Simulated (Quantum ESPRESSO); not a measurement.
**MgS (Niningerite): how pressure shifts the optical phonon**

Wanted: a fit of frequency against volume for MgS (Niningerite), tested on a run that is left out of it.

Method: DFT LDA, scalar-relativistic, plane waves, GBRV ultrasoft pseudopotentials, in Quantum ESPRESSO 7.5.

### Step 1. Set-up

It takes space group Fm-3m (No. 225, cubic). Conventional cell: a = 5.128 Å, b = 5.128 Å, c = 5.128 Å, α = 90.00°, β = 90.00°, γ = 90.00°. Mg has 6 S at 2.56 Å nearest. Nearest to S lie 6 Mg at 2.56 Å. Farther neighbours and most contacts between anions are not listed.

As a file:

```
CELL_PARAMETERS angstrom
-2.56404 0.00000 2.56404
0.00000 2.56404 2.56404
-2.56404 2.56404 0.00000
ATOMIC_POSITIONS crystal
Mg 0.00000 0.00000 0.00000
S 0.50000 0.50000 0.50000
```

This is the cell after its relaxation at this level of theory, not the database cell from which that began.

### Step 2. Runs at several volumes

The relaxed cell is scaled uniformly; in this structure symmetry fixes all atoms, so nothing has to be relaxed anew. Each volume gets a ground state and a response at Γ. The mode followed is the highest one without the macroscopic field, of symmetry T1u; longitudinal polar modes lie higher. Cutoff 55 Ry, k mesh 8×8×8.

From the response at V/V₀ = 0.94:

Log:

```text
[banners, grids, parts of the stress and lines that vanish by symmetry left out]
Program PHONON v.7.5
     Reading xml data from directory:

[...]
Exchange-correlation= PZ
                           (   1   1   0   0   0   0   0)
[...]
kinetic-energy cut-off    =      55.0000  Ry
     charge density cut-off    =     440.0000  Ry
     convergence threshold     =      1.0E-18
[...]
Exchange-correlation= PZ
                           (   1   1   0   0   0   0   0)
[...]
q = (   0.0000000   0.0000000   0.0000000 )
     49 Sym.Ops. (with q -> -q+G )
     G cutoff =  502.1760  (  33487 G-vectors)     FFT grid: ( 45, 45, 45)
     G cutoff =  251.0880  (  11791 G-vectors)  smooth grid: ( 32, 32, 32)
     number of k points=    29
[...]
Mode symmetry, O_h (m-3m)  point group:
[...]
Dielectric constant
[...]
End of electric fields calculation
          Dielectric constant in cartesian axis
          (       5.671079962       0.000000000       0.000000000 )
          (       0.000000000       5.671079962      -0.000000000 )
          (       0.000000000      -0.000000000       5.671079962 )
          Effective charges (d Force / dE) in cartesian axis without acoustic sum rule applied (asr)
           atom    1  Mg    Mean Z*:        2.23837
      Ex  (        2.23837        0.00000        0.00000 )
      Ey  (        0.00000        2.23837       -0.00000 )
      Ez  (        0.00000       -0.00000        2.23837 )
           atom    2  S     Mean Z*:       -2.25042
      Ex  (       -2.25042        0.00000        0.00000 )
      Ey  (        0.00000       -2.25042       -0.00000 )
      Ez  (        0.00000       -0.00000       -2.25042 )
          Effective charges Sum: Mean:       -0.01205
[...]
Effective charges (d Force / dE) in cartesian axis with asr applied:
           atom    1  Mg    Mean Z*:        2.24439
[...]
atom    2  S     Mean Z*:       -2.24439
[...]
Representation #   1 modes #   1   2   3
[...]
End of self-consistent calculation
     Convergence has been achieved
     Representation #   2 modes #   4   5   6
[...]
End of self-consistent calculation
     Convergence has been achieved
[...]
Dielectric constant in cartesian axis
          (       5.671079962       0.000000000       0.000000000 )
          (       0.000000000       5.671079962      -0.000000000 )
          (       0.000000000      -0.000000000       5.671079962 )
          Effective charges (d Force / dE) in cartesian axis without acoustic sum rule applied (asr)
           atom    1  Mg    Mean Z*:        2.23837
      Ex  (        2.23837        0.00000        0.00000 )
      Ey  (        0.00000        2.23837       -0.00000 )
      Ez  (        0.00000       -0.00000        2.23837 )
           atom    2  S     Mean Z*:       -2.25042
      Ex  (       -2.25042        0.00000        0.00000 )
      Ey  (        0.00000       -2.25042       -0.00000 )
      Ez  (        0.00000       -0.00000       -2.25042 )
          Effective charges Sum: Mean:       -0.01205
[...]
Effective charges (d Force / dE) in cartesian axis with asr applied:
           atom    1  Mg    Mean Z*:        2.24439
[...]
atom    2  S     Mean Z*:       -2.24439
[...]
q = (    0.000000000   0.000000000   0.000000000 )
[...]
freq (    1) =      -0.332678 [THz] =     -11.096946 [cm-1]
     freq (    2) =      -0.332678 [THz] =     -11.096946 [cm-1]
     freq (    3) =      -0.332678 [THz] =     -11.096946 [cm-1]
     freq (    4) =       8.856143 [THz] =     295.409128 [cm-1]
     freq (    5) =       8.856143 [THz] =     295.409128 [cm-1]
     freq (    6) =       8.856143 [THz] =     295.409128 [cm-1]
[...]
Mode symmetry, O_h (m-3m)  point group:
     freq (   1-   3) =        -11.1  [cm-1]   --> T_1u G_15  G_4- I
     freq (   4-   6) =        295.4  [cm-1]   --> T_1u G_15  G_4- I

   JOB DONE.
```

One volume, V/V₀ = 1, is held back as a test.

```csv
V/V₀,volume (Å³/atom),pressure (GPa),ω (cm⁻¹)
0.94,15.845,5.90,295.41
0.97,16.351,2.74,273.52
1,16.857,0.04,held back
1.03,17.363,-2.29,231.62
1.06,17.868,-4.28,211.70
```

### Step 3. The fit

The mode Grüneisen parameter is γ = −d ln ω / d ln V.

| ln(V/V₀) | ln ω |
| --- | --- |
| -0.0619 | 5.6884 |
| -0.0305 | 5.6114 |
| 0.0296 | 5.4451 |
| 0.0583 | 5.3552 |

A straight line through these points has the slope -2.771, so γ = 2.77; at V/V₀ = 1 it predicts ω = exp(5.5219 + 0.0000) = 250.10 cm⁻¹.

A parabola of pressure against ln V through V/V₀ = 0.97, 1 and 1.03 gives the bulk modulus B = −dP/d ln V = 84 GPa at V₀. With ω₀ from the fitted line the pressure coefficient follows as dω/dP = γ ω₀ / B = 2.77 × 250.1 / 84 = 8.29 cm⁻¹/GPa.

### Step 4. The run that was held back

Log:

```text
[banners, grids, parts of the stress and lines that vanish by symmetry left out]
[banner, memory and clock lines left out]
Program PHONON v.7.5

[...]
Exchange-correlation= PZ
                           (   1   1   0   0   0   0   0)
[...]
kinetic-energy cut-off    =      55.0000  Ry
     charge density cut-off    =     440.0000  Ry
     convergence threshold     =      1.0E-18
[...]
Exchange-correlation= PZ
                           (   1   1   0   0   0   0   0)
[...]
q = (   0.0000000   0.0000000   0.0000000 )
     49 Sym.Ops. (with q -> -q+G )
     G cutoff =  523.3241  (  35557 G-vectors)     FFT grid: ( 45, 45, 45)
     G cutoff =  261.6620  (  12507 G-vectors)  smooth grid: ( 36, 36, 36)
     number of k points=    29
[...]
Mode symmetry, O_h (m-3m)  point group:
[...]
Dielectric constant
[...]
End of electric fields calculation
          Dielectric constant in cartesian axis
          (       5.646132027       0.000000000       0.000000000 )
          (       0.000000000       5.646132027      -0.000000000 )
          (       0.000000000       0.000000000       5.646132027 )
          Effective charges (d Force / dE) in cartesian axis without acoustic sum rule applied (asr)
           atom    1  Mg    Mean Z*:        2.29813
      Ex  (        2.29813       -0.00000       -0.00000 )
      Ey  (       -0.00000        2.29813        0.00000 )
      Ez  (       -0.00000        0.00000        2.29813 )
           atom    2  S     Mean Z*:       -2.30889
      Ex  (       -2.30889        0.00000       -0.00000 )
[...]
Representation #   1 modes #   1   2   3
[...]
End of self-consistent calculation
     Convergence has been achieved
     Representation #   2 modes #   4   5   6
[...]
End of self-consistent calculation
     Convergence has been achieved
[...]
Dielectric constant in cartesian axis
          (       5.646132027       0.000000000       0.000000000 )
          (       0.000000000       5.646132027      -0.000000000 )
          (       0.000000000       0.000000000       5.646132027 )
          Effective charges (d Force / dE) in cartesian axis without acoustic sum rule applied (asr)
           atom    1  Mg    Mean Z*:        2.29813
      Ex  (        2.29813       -0.00000       -0.00000 )
      Ey  (       -0.00000        2.29813        0.00000 )
      Ez  (       -0.00000        0.00000        2.29813 )
           atom    2  S     Mean Z*:       -2.30889
      Ex  (       -2.30889        0.00000       -0.00000 )
      Ey  (       -0.00000       -2.30889       -0.00000 )
      Ez  (       -0.00000       -0.00000       -2.30889 )
          Effective charges Sum: Mean:       -0.01075
[...]
Effective charges (d Force / dE) in cartesian axis with asr applied:
           atom    1  Mg    Mean Z*:        2.30351
[...]
atom    2  S     Mean Z*:       -2.30351
[...]
q = (    0.000000000   0.000000000   0.000000000 )
[...]
freq (    1) =      -0.353278 [THz] =     -11.784100 [cm-1]
     freq (    2) =      -0.353278 [THz] =     -11.784100 [cm-1]
     freq (    3) =      -0.353278 [THz] =     -11.784100 [cm-1]
     freq (    4) =       7.562535 [THz] =     252.259006 [cm-1]
     freq (    5) =       7.562535 [THz] =     252.259006 [cm-1]
     freq (    6) =       7.562535 [THz] =     252.259006 [cm-1]
[...]
Mode symmetry, O_h (m-3m)  point group:
     freq (   1-   3) =        -11.8  [cm-1]   --> T_1u G_15  G_4- I
     freq (   4-   6) =        252.3  [cm-1]   --> T_1u G_15  G_4- I
```

It gives 252.26 cm⁻¹ against the predicted 250.10 cm⁻¹, a miss of 2 cm⁻¹.

### Step 5. Results

```json
{
 "mode Grüneisen parameter": "2.771",
 "bulk modulus": "83.6 GPa",
 "pressure coefficient": "8.29 cm⁻¹/GPa"
}
```

The highest optical mode of MgS (Niningerite) without the LO-TO term stiffens by 8.29 cm⁻¹ a GPa near the relaxed volume, with γ = 2.77. The power law meets all 5 runs within 0.86 %; between neighbouring volumes γ runs from 2.45 to 3.13. Such a coefficient turns a measured shift of this mode into a hydrostatic stress; uniaxial or biaxial stress splits the mode and needs deformation potentials. The acoustic modes of the response miss zero by 12 cm⁻¹, a numerical error that can touch the optical modes as well. These are harmonic values at zero temperature for the structure held cubic, which a run at Γ can't show to be stable; the bulk modulus rests on three points.

[Host names and launcher messages were left out of these logs when they were recorded.]

[Logs are printed without paths, hosts, clocks, repeated set-up lines and the standing remarks that a program may print on its own settings, such as how far it seeks lower states.]

[Hosts, paths, dates, database ids (printed as entryN), source tags and the programs' standing remarks are cut or masked in the printed files.]
